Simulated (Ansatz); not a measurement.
# Supercells of random rock-salt alloy of CaS and PbS (64 atoms): plane waves and support functions, part 2 of 2

Wanted: cost and convergence against size for random rock-salt alloy of CaS and PbS (64 atoms).

Ansatz 0.2.0; Kohn-Sham DFT, LDA, PAW (set soft_2), plane waves.

The cell: 20 Pb, 32 S and 12 Ca. The host structure and its lattice constant were typed by rule, without a check against the phase diagram. No spin–orbit coupling is included.

So far. Step 5 (Plane waves, 512 atoms): The energy lies 7.31 meV/atom above the dense-mesh reference. Step 6 (Support functions, 512 atoms): The energy lies 6.53 meV/atom above the dense-mesh reference, and 0.78 meV/atom below plane waves of the same size, an offset between the two bases that leaves the sampling error alike.

## 7. Support functions, 1728 atoms

Level of this step: Kohn-Sham DFT, LDA, PAW (set soft_2), localised support functions (medium) (Ansatz).

The repeated cell is solved at Γ in support functions.

input.yaml reads:

```yaml
crystal:
  lattice:
    - [11.6876, 0.0, 0.0]
    - [0.0, 11.6876, 0.0]
    - [0.0, 0.0, 11.6876]
  atoms:
    [... the 64 atom lines of step 2 ...]
  supercell: [3, 3, 3]
kpoints:
  mp_grid: { grid: [1, 1, 1] }
hamiltonian:
  xc: lda
scf:
  occupations: { method: gaussian, width: 0.05 }
  eigensolver: { kind: { support_functions: { accuracy: medium } } }
  max_iter: 150
output:
  forces: true
```

Launch:

```sh
$ ansatz run input.yaml --threads 5 --pin off --max-ram 81920MiB --backend cuda --events-out ev --progress --plain --runs-dir out
```

What it wrote:

```text
Warning: scf.eigensolver.kind.support_functions: disabling space-group detection — the functions' gradient is summed over unrotated k-points, so no spatial operation reduces the k-mesh or symmetrises the density; time reversal is kept, so that k and −k are solved as one point where they differ and the mesh holds both, and exact exchange and, on two spinor components, a DFT+U term hold to it where the run has them: [...]
settings of this run that can trade accuracy for cost: scf.eigensolver.kind.support_functions [...]
[...]
GPU FFT provider: cuFFT
GPU libraries: cuBLAS 13.8.2, cuFFT 12.4.0, cuSOLVER 12.3.4
Crystal: 1728 atoms, lattice volume = 43106.204 Å³
Basis set: ecut = 420 eV, 842353 PW (Γ)
Bands: 9591, of which v1, the nominal top of the filled ones, is band 7992 counted from 1 (7991 counted from 0)
Symmetry: 1 space group operations
k-points: 1
[...]
GPU buffer pool allocated for 13824000 grid points (all kernels)
Eigensolver: Support functions (medium, 162×162×162 points, laid for a spacing of at most 0.228497 Å, radius 4.368151 Å, 2 species' potentials softened for the grid, 3 wholly corrected for its errors in the mean over positions, 3 with the egg-box correction, energy correction by stochastic trace)
[...]
SCF iter   1: F=—  HF=-7591960.179416 eV  |F-HF|=—  |Δ(HF+E_count)|=         —  Δρ=3.50e-2  dr2=3.26e3  ethr=1.00e-1
[...]
SCF iter  13: F=—  HF=-7592844.780785 eV  |F-HF|=—  |Δ(HF+E_count)|=   9.27e-2  Δρ=3.10e-6  dr2=7.03e-6  ethr=2.45e-10  κ⁻¹=1.2e-7(r=7)
SCF iter  14: F=-7592844.780783 eV  HF=-7592844.780784 eV  |F-HF|=7.93e-7  |Δ(HF+E_count)|=   1.62e-6  Δρ=9.31e-7  dr2=1.05e-6  ethr=4.40e-11
SCF 1 converged in 14 iterations: F = -7592845.957497 eV  dr2 = 1.05e-6
[...]
SCF converged after 14 iterations
Stability not checked: this state was not tested for a lower state beside it, because the mixer in use, unlike msr1, does not test its closes by its own steps (another_mixer; see scf.mixing.algorithm and scf.lower_state_search)
Free energy (F): -7592845.957497 eV
[...]
Internal energy: -7592845.957497 eV  (E = F + TS)
E sigma→0 (E₀):  -7592845.957497 eV
Fermi energy:    8.084790 eV
[...]
Σ components = -7592845.957497   (vs F -7592845.957497, Δ=0.00e0)
--- Forces (eV/Å), atoms counted from 1 ---
  atom   1  Pb     0.01621697    -0.22489881    -0.03930522
  atom   2  S      0.36842197     0.31833725    -0.00965748
  atom   3  Pb     0.07993722    -0.12108063     0.13500705
  atom   4  S     -0.11842342     0.03274401    -0.30128010
  atom   5  Ca    -0.04187117    -0.02154664    -0.17239999
  atom   6  S      0.39027669    -0.00337952     0.09763221
  [... forces on the other 1722 atoms ...]
  max |Σ_I F_I| component: 9.17e-2 eV/Å
--- Band table (eV) ---
[... left out ...]
  guard bands above this table: 1389 of the run's 9591 bands (output.publish_guard_bands: true publishes all)
```

Elapsed: 87 s, on 1 × NVIDIA H100 80GB HBM3 with 5 threads of AMD EPYC 7R13 (Zen 3), shared host; peak memory 7 GiB; 1.9 min of CPU time.

That memory is the host's; the program planned up to 52.6 GiB on the GPU.

The program repeats the typed cell 3×3×3 times, 1728 atoms in all; totals in the log are those of the whole repeated cell, and force differences are taken after averaging over the copies of each atom.

The energy lies 0.776 meV/atom below the dense-mesh reference.

## 8. All sizes together

Differences are against the typed cell on a 3×3×3 mesh, which samples like Γ on 1728 atoms (r.m.s. force component 0.245 eV/Å, gap 1.09 eV). Every repeated cell is solved at Γ, and forces are averaged over the copies of each atom. Hardware: 1 × NVIDIA H100 80GB HBM3 with 5 threads of AMD EPYC 7R13 (Zen 3), shared host.

| atoms | repeats | basis | Δ force, r.m.s. (meV/Å) | Δ energy (meV/atom) | less plane waves of the same size (meV/atom) | gap (eV) | spread among copies (meV/Å) | SCF cycles | time | host memory (GiB) | planned on the GPU (GiB) |
| --- | --- | --- | --- | --- | --- | --- | --- | --- | --- | --- | --- |
| 64 | 1×1×1 | plane waves | 72.8 | 69.3 | - | - | - | 8 | 2.6 s | 1.1 | 4 |
| 64 | 1×1×1 | support functions | 72.9 | 68.6 | -0.78 | 1.03 | - | 12 | 4.5 s | 1.1 | 2.9 |
| 512 | 2×2×2 | plane waves | 7.99 | 7.31 | - | - | 0 | 7 | 24 s | 2.7 | 60 |
| 512 | 2×2×2 | support functions | 7.98 | 6.53 | -0.78 | 1.09 | 0.055 | 13 | 18 s | 2.7 | 15 |
| 1728 | 3×3×3 | support functions | 0.566 | -0.776 | - | 1.09 | 0.039 | 14 | 87 s | 7.0 | 53 |

## 9. What the reference run shows

With the settings judged, the reference run is read for its physics.

Length of the force by element:

| element | coordination | atoms | mean length of the force (eV/Å) | spread | least | most |
| --- | --- | --- | --- | --- | --- | --- |
| Ca | all | 12 | 0.130 | 0.039 | 0.0676 | 0.191 |
| Pb | all | 20 | 0.141 | 0.0561 | 0.0503 | 0.240 |
| S | all | 32 | 0.561 | 0.154 | 0.266 | 0.877 |

Löwdin charges by element (they lack the spilled electrons, 0.075 e an atom on average):

| element | coordination | atoms | mean charge (e) | spread | least | most |
| --- | --- | --- | --- | --- | --- | --- |
| Ca | all | 12 | 1.57 | 0.0072 | 1.56 | 1.58 |
| Pb | all | 20 | 0.43 | 0.0267 | 0.380 | 0.487 |
| S | all | 32 | -0.708 | 0.131 | -0.953 | -0.530 |

Charge against the make-up of the first shell:

| Pb neighbours of S | atoms | mean charge (e) |
| --- | --- | --- |
| 2 | 4 | -0.948 |
| 3 | 8 | -0.807 |
| 4 | 12 | -0.673 |
| 5 | 8 | -0.54 |

States in the cell by windows of 1 eV, zero at the Fermi level; the larger projections on atomic orbitals stand beside the total:

| from (eV) | to (eV) | total | S p | Pb p | Pb s | S s | Pb d |
| --- | --- | --- | --- | --- | --- | --- | --- |
| -18 | -17 | 52.5 | 0.2 | 0.0 | 0.0 | 0.4 | 51.9 |
| -17 | -16 | 147.5 | 0.3 | 0.1 | 0.0 | 0.4 | 146.7 |
| -16 | -14 | 0.0 | 0.0 | 0.0 | 0.0 | 0.0 | 0.0 |
| -14 | -13 | 9.0 | 0.1 | 0.8 | 1.5 | 5.8 | 0.0 |
| -13 | -12 | 51.6 | 0.2 | 5.5 | 1.9 | 41.8 | 0.7 |
| -12 | -11 | 3.4 | 0.0 | 0.2 | 0.0 | 3.0 | 0.1 |
| -11 | -10 | 0.0 | 0.0 | 0.0 | 0.0 | 0.0 | 0.0 |
| -10 | -9 | 1.2 | 0.3 | 0.0 | 0.8 | 0.0 | 0.0 |
| -9 | -8 | 29.7 | 5.9 | 0.3 | 21.0 | 2.3 | 0.0 |
| -8 | -7 | 9.0 | 1.4 | 0.1 | 5.7 | 1.7 | 0.0 |
| -7 | -6 | 0.1 | 0.0 | 0.0 | 0.1 | 0.0 | 0.0 |
| -6 | -5 | 2.3 | 1.3 | 0.9 | 0.0 | 0.0 | 0.0 |
| -5 | -4 | 31.1 | 19.9 | 8.8 | 0.3 | 0.5 | 0.1 |
| -4 | -3 | 53.2 | 39.6 | 9.7 | 0.6 | 0.7 | 0.1 |
| -3 | -2 | 68.1 | 59.6 | 4.2 | 1.1 | 0.4 | 0.3 |
| -2 | -1 | 32.7 | 24.7 | 1.6 | 4.7 | 0.3 | 0.1 |
| -1 | 0 | 4.5 | 3.1 | 0.2 | 1.0 | 0.0 | 0.0 |
| 0 | 1 | 2.2 | 0.2 | 1.5 | 0.0 | 0.3 | 0.0 |
| 1 | 2 | 25.4 | 2.8 | 14.1 | 0.2 | 2.4 | 0.0 |

Between -26 and -18 eV lie 72 more states.

The stored curve holds about 568 of the 592 electrons; the rest, give or take the few that broadening carries across the Fermi level, lie in deeper levels below its range.

The levels nearest the highest filled one (over half full), pooled over k-points and spins:

| level less the highest filled one (eV) | occupation |
| --- | --- |
| -0.134 | 2 |
| -0.117 | 2 |
| -0.0748 | 2 |
| -0.0384 | 2 |
| -0.0059 | 2 |
| 0 | 2 |
| 1.09 | 0 |
| 1.14 | 0 |
| 1.18 | 0 |
| 1.27 | 0 |
| 1.28 | 0 |
| 1.29 | 0 |

Mean Löwdin charges: Ca +1.57, Pb +0.43, S -0.71 e (they miss 0.81 % of the electrons, so they add up to more than the cell's charge). The charge on S changes by +0.135 e for each Pb neighbour that takes the place of another kind, on average. The largest share in the top eV of filled states is S p (75 % of the projected weight), and in the lowest eV of empty states Pb p (72 % of the projected weight).

## 10. Summary of results

```
free energy per atom                             : -4394.0073 eV/atom
density                                          : 5.877 g/cm³
pressure                                         : -2.301 GPa
r.m.s. force component                           : 0.2447 eV/Å
gap (highest filled to lowest empty level) : 1.091 eV
wall time of the 6 DFT runs                      : 2.5 min
```

Repeating the cell at Γ samples more k-points: in plane waves the energy difference from the dense mesh goes from 69.3 meV/atom at 64 atoms to 7.31 at 512, and the force difference from 73 to 8.0 meV/Å. With plane waves, the time grows as the 1.1 power of the atom count between the two largest sizes, 64 and 512 atoms. The smaller run is short enough for fixed overheads to flatten this slope. With support functions, the time grows as the 1.3 power of the atom count between the two largest sizes, 512 and 1728 atoms. At equal size the support functions lie 0.78 meV/atom below plane waves, likely because their grid holds more waves than 420 eV; no run tests this. Support functions take 1.7 times the time of plane waves at 64 atoms and 0.73 times at 512, so the crossover lies within the series. Each time is a single run, so ratios and crossover are rough. The bases also began from different starting densities. At the largest size the support functions' forces differ from the reference by 0.23 % of the r.m.s. force, where they sample the same k-points.

Between filled and empty levels lie 1.09 eV (on the run's k-points); a local or semilocal functional narrows such gaps, while the missing spin–orbit coupling widens them for these heavy elements, so the errors pull opposite ways.

**Limits.** The geometry was built by rule, was displaced at random and isn't relaxed at this level: its force components are 0.24 eV/Å r.m.s. The pressure of -2.3 GPa belongs to a cell and atoms that aren't relaxed at this level.

[Logs are printed without paths, hosts, clocks, repeated set-up lines and the standing remarks that a program may print on its own settings, such as how far it seeks lower states.]

[Hosts, paths, dates, database ids (printed as entryN), source tags and the programs' standing remarks are cut or masked in the printed files.]
